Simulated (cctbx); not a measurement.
**RbHoSn with cctbx, script by script**

Library: cctbx 2025.11. The data are simulated by the first script.

## 1. Simulate the data

run.py:

```python
from cctbx import adptbx, crystal, miller, sgtbx, xray
from cctbx.array_family import flex
from iotbx.shelx import hklf
from scitbx import matrix
import scitbx.random

cs = crystal.symmetry(unit_cell=(5.636, 5.636, 8.966, 90, 90, 120), space_group_symbol='Hall: P 6c -2c')  # P6_3mc
atoms = [  # label, site, U (iso, or U11 U22 U33 U12 U13 U23 in A^2), occupancy
    ("Ho1", (0, 0, 0.9917), 0.0053, 0.6),
    ("Sn1", (0, 0, 0.9917), 0.0053, 0.4),
    ("Sn2", (2/3, 1/3, 0.7237), 0.0044, 0.6),
    ("Ho2", (2/3, 1/3, 0.7237), 0.0044, 0.4),
    ("Rb1", (2/3, 1/3, 0.3223), 0.0067, 1),
]
xs = xray.structure(crystal_symmetry=cs)
for label, site, u, occ in atoms:
    u = adptbx.u_cif_as_u_star(cs.unit_cell(), u) if isinstance(u, tuple) else u
    xs.add_scatterer(xray.scatterer(label, site=site, u=u, occupancy=occ))
xs.set_inelastic_form_factors(0.56087, "sasaki")
xs.show_summary()
p1 = xs.expand_to_p1()
ms = miller.build_set(p1, anomalous_flag=True, d_min=0.77)
flex.set_random_seed(191431)
scitbx.random.set_random_seed(191431)
ms = ms.select(flex.random_double(ms.size()) < 0.5)
i = ms.structure_factors_from_scatterers(p1, algorithm="direct").f_calc().as_intensity_array().data()
i = i * 5000 / flex.max(i)
sig = flex.sqrt(i + flex.pow2(0.04 * i) + 4 ** 2)
noise = scitbx.random.variate(scitbx.random.normal_distribution())(i.size())
data = ms.array(data=i + sig * noise, sigmas=sig).set_observation_type_xray_intensity()
with open("data.hkl", "w") as f:
    data.export_as_shelx_hklf(f)
print("reflections written:", data.size(), " <I/sigma> = %.1f" % flex.mean(data.data() / data.sigmas()))
for h, a, b in list(data.sort("data"))[:12]:
    print("%4d%4d%4d %9.1f %7.1f" % (h + (a, b)))
```

```console
$ python run.py
```

```text
Number of scatterers: 5
At special positions: 5
Unit cell: (5.636, 5.636, 8.966, 90, 90, 120)
Space group: P 63 m c (No. 186)
reflections written: 1156  <I/sigma> = 10.7
   2  -1   0    5016.4   212.2
   1  -2   0    4848.1   212.2
   1   1   0    4813.2   212.2
  -1   2   0    4248.4   212.2
   3   0   0    3322.4   143.5
   0   3   0    3203.7   143.5
   0  -3   0    3180.4   143.5
  -2  -2   0    2988.0   123.7
   2  -4   0    2847.4   123.7
  -2   4   0    2793.3   123.7
   4  -2   0    2634.7   123.7
  -4   2   0    2555.0   123.7
```

Run time: 0.28 s on 1 thread of Arm Neoverse V2, on a shared host, peak memory 0.07 GiB.

## 2. Refinement

run.py:

```python
import math
from cctbx import adptbx, crystal, maptbx, sgtbx, xray
from cctbx.array_family import flex
from cctbx.xray import observations
from iotbx.shelx import hklf
from scitbx.lstbx import normal_eqns_solving
from smtbx import absolute_structure, utils
from smtbx.refinement import constraints, least_squares

cs = crystal.symmetry(unit_cell=(5.636, 5.636, 8.966, 90, 90, 120), space_group_symbol='Hall: P 6c -2c')  # P6_3mc
atoms = [  # label, site, U (iso, or U11 U22 U33 U12 U13 U23 in A^2), occupancy
    ("Ho1", (0, 0, 0.9917), 0.0200, 1),
    ("Sn2", (2/3, 1/3, 0.7237), 0.0200, 1),
    ("Rb1", (2/3, 1/3, 0.3223), 0.0200, 1),
]
xs = xray.structure(crystal_symmetry=cs)
for label, site, u, occ in atoms:
    u = adptbx.u_cif_as_u_star(cs.unit_cell(), u) if isinstance(u, tuple) else u
    xs.add_scatterer(xray.scatterer(label, site=site, u=u, occupancy=occ))
xs.set_inelastic_form_factors(0.56087, "sasaki")
xs.convert_to_anisotropic()
raw = hklf.reader(file_name="data.hkl").as_miller_arrays(crystal_symmetry=cs, anomalous=True)[0]
merged = raw.eliminate_sys_absent().merge_equivalents()
fo2 = merged.array().set_observation_type_xray_intensity()
print("Rint %.3f, %d unique reflections to %.2f A" % (merged.r_int(), fo2.size(), fo2.d_min()))
for sc in xs.scatterers():
    sc.flags.set_grad_site(True)
    sc.flags.set_grad_u_aniso(sc.flags.use_u_aniso())
    sc.flags.set_grad_u_iso(sc.flags.use_u_iso())
obs = fo2.as_xray_observations()
extra = {}
rep = constraints.reparametrisation(xs, [], utils.connectivity_table(xs), **extra)
ls = least_squares.crystallographic_ls(obs, rep, weighting_scheme=least_squares.mainstream_shelx_weighting(a=0, b=0))
print("cycle     R1     wR2    GooF  max shift (A)")
for cycle in range(12):
    ls.build_up()
    r1, wr2, goof = ls.r1_factor(cutoff_factor=2)[0], ls.wR2(), ls.goof()
    old = xs.sites_cart()
    normal_eqns_solving.levenberg_marquardt_iterations(ls, n_max_iterations=3, tau=1e-06, step_threshold=1e-7)
    big = flex.max((xs.sites_cart() - old).norms())
    print("%4d %7.4f %7.4f %7.3f %9.5f" % (cycle + 1, r1, wr2, goof, big))
    ls.build_up(objective_only=True)
    if abs(ls.wR2() - wr2) < 5e-5 and big < 5e-4:
        break
ls.build_up()
print("final R1 %.4f wR2 %.4f GooF %.3f  parameters %d  data/parameter %.1f" % (ls.r1_factor(cutoff_factor=2)[0], ls.wR2(), ls.goof(), ls.n_parameters, fo2.size() / ls.n_parameters))
cov = ls.covariance_matrix_and_annotations()
su = dict(zip(cov.annotations, (math.sqrt(max(v, 0)) for v in cov.matrix.matrix_packed_u_diagonal())))
a2 = cs.unit_cell().reciprocal_parameters()[0] ** -2
print("atom        x        y        z      Ueq    occ   su(xyz)  su(Uiso or U11)")
for sc in xs.scatterers():
    s = max(su.get(sc.label + k, 0) for k in (".x", ".y", ".z"))
    npd = "" if sc.is_positive_definite_u(cs.unit_cell()) else "  NPD"
    print("%-5s %8.5f %8.5f %8.5f %8.4f %6.3f %8.5f %7.4f%s" % ((sc.label,) + sc.site + (sc.u_iso_or_equiv(cs.unit_cell()), sc.occupancy, s, su.get(sc.label + ".uiso", su.get(sc.label + ".u11", 0) * a2), npd)))
fo = fo2.f_sq_as_f()
fc = fo.structure_factors_from_scatterers(xs, algorithm="direct").f_calc()
diff = fo.f_obs_minus_f_calc(1 / math.sqrt(ls.scale_factor()), fc).average_bijvoet_mates()
m = diff.fft_map(symmetry_flags=maptbx.use_space_group_symmetry, resolution_factor=0.25).apply_volume_scaling()
print("difference map: max %.2f min %.2f rms %.2f" % (m.statistics().max(), m.statistics().min(), m.statistics().sigma()))
peaks = m.peak_search(parameters=maptbx.peak_search_parameters(min_distance_sym_equiv=0.6, max_clusters=6)).all()
near = xs.closest_distances(peaks.sites(), distance_cutoff=4)
sps = cs.special_position_settings(min_distance_sym_equiv=0.5)
for k, (x, h) in enumerate(zip(peaks.sites(), peaks.heights())):
    ss = sps.site_symmetry(x)
    print("Q%-3d %7.4f %7.4f %7.4f %4d %7.2f  %.2f A from %s" % ((k + 1,) + tuple(t % 1 for t in ss.exact_site()) + (ss.multiplicity(), h, near.smallest_distances[k], xs.scatterers()[near.i_seqs[k]].label)))
```

```console
$ python run.py
```

```text
Rint 0.046, 247 unique reflections to 0.77 A
cycle     R1     wR2    GooF  max shift (A)
   1  0.1620  0.3730   9.578   0.00426
   2  0.0423  0.1221   3.135   0.00012
final R1 0.0423 wR2 0.1221 GooF 3.135  parameters 9  data/parameter 27.4
atom        x        y        z      Ueq    occ   su(xyz)  su(Uiso or U11)
Ho1    0.00000  0.00000  0.99150   0.0119  1.000  0.00019  0.0007
Sn2    0.66667  0.33333  0.72380  -0.0045  1.000  0.00027  0.0007  NPD
Rb1    0.66667  0.33333  0.32278   0.0050  1.000  0.00037  0.0012
difference map: max 4.52 min -4.42 rms 0.63
Q1    0.3333  0.6667  0.2336    2    4.63  0.09 A from Sn2
Q2    0.3333  0.6667  0.9403    2    3.13  1.05 A from Rb1
Q3    0.3333  0.6667  0.0465    2    2.36  1.59 A from Sn2
Q4    0.3333  0.6667  0.8166    2    1.73  0.06 A from Rb1
Q5    0.3333  0.6667  0.4484    2    1.61  2.01 A from Sn2
Q6    0.3333  0.6667  0.5315    2    1.47  2.61 A from Rb1
```

Time: 0.46 s.

This run holds a fault made on purpose: disorder ignored: each site full, of its main element.

## 3. Refinement (occupancies of the disordered sites free, main element alone)

run.py, as its changes from the last script of this kind:

```diff
@@ -12,3 +12,3 @@
-    ("Ho1", (0, 0, 0.9917), 0.0200, 1),
-    ("Sn2", (2/3, 1/3, 0.7237), 0.0200, 1),
-    ("Rb1", (2/3, 1/3, 0.3223), 0.0200, 1),
+    ("Ho1", (0, 0, 0.9915), 0.0120, 1),
+    ("Sn2", (2/3, 1/3, 0.7238), 0.0120, 1),
+    ("Rb1", (2/3, 1/3, 0.32278), 0.0120, 1),
@@ -29,0 +30 @@
+    sc.flags.set_grad_occupancy(sc.label in ('Ho1', 'Sn2'))
@@ -35 +36 @@
-for cycle in range(12):
+for cycle in range(20):
@@ -54,0 +56,2 @@
+print("su of occupancy Ho1: %.3f" % su["Ho1.occ"])
+print("su of occupancy Sn2: %.3f" % su["Sn2.occ"])
```

```console
$ python run.py
```

```text
Rint 0.046, 247 unique reflections to 0.77 A
cycle     R1     wR2    GooF  max shift (A)
   1  0.1227  0.3025   7.800   0.00045
   2  0.0361  0.1020   2.630   0.00052
   3  0.0311  0.0861   2.220   0.00047
   4  0.0275  0.0743   1.916   0.00042
   5  0.0250  0.0657   1.695   0.00035
   6  0.0232  0.0596   1.536   0.00029
   7  0.0220  0.0553   1.426   0.00024
   8  0.0211  0.0524   1.350   0.00019
   9  0.0205  0.0504   1.299   0.00015
  10  0.0201  0.0490   1.265   0.00012
  11  0.0199  0.0482   1.242   0.00010
  12  0.0198  0.0476   1.227   0.00008
  13  0.0197  0.0472   1.216   0.00006
  14  0.0196  0.0469   1.209   0.00005
  15  0.0196  0.0467   1.205   0.00004
  16  0.0196  0.0466   1.201   0.00003
  17  0.0196  0.0465   1.199   0.00002
  18  0.0195  0.0464   1.197   0.00002
  19  0.0195  0.0464   1.196   0.00001
final R1 0.0195 wR2 0.0463 GooF 1.194  parameters 11  data/parameter 22.5
atom        x        y        z      Ueq    occ   su(xyz)  su(Uiso or U11)
Ho1    0.00000  0.00000  0.99167   0.0060  0.861  0.00007  0.0003
Sn2    0.66667  0.33333  0.72371   0.0024  1.121  0.00011  0.0004
Rb1    0.66667  0.33333  0.32238   0.0079  1.000  0.00015  0.0007
su of occupancy Ho1: 0.011
su of occupancy Sn2: 0.016
difference map: max 0.71 min -1.25 rms 0.18
Q1    0.0000  0.0000  0.3326    2    0.71  1.43 A from Ho1
Q2    0.1052  0.5526  0.1485    6    0.61  1.30 A from Sn2
Q3    0.0000  0.0000  0.1455    2    0.56  1.38 A from Ho1
Q4    0.1165  0.2329  0.9997    6    0.54  1.14 A from Ho1
Q5    0.1607  0.3214  0.4409    6    0.52  1.63 A from Ho1
Q6    0.1275  0.5638  0.3378    6    0.51  1.43 A from Sn2
```

Run time: 1.4 s on 1 thread of Arm Neoverse V2, with other jobs on the host, peak memory 0.09 GiB.

[Logs are printed without paths, hosts, clocks, repeated set-up lines and the standing remarks that a program may print on its own settings, such as how far it seeks lower states.]
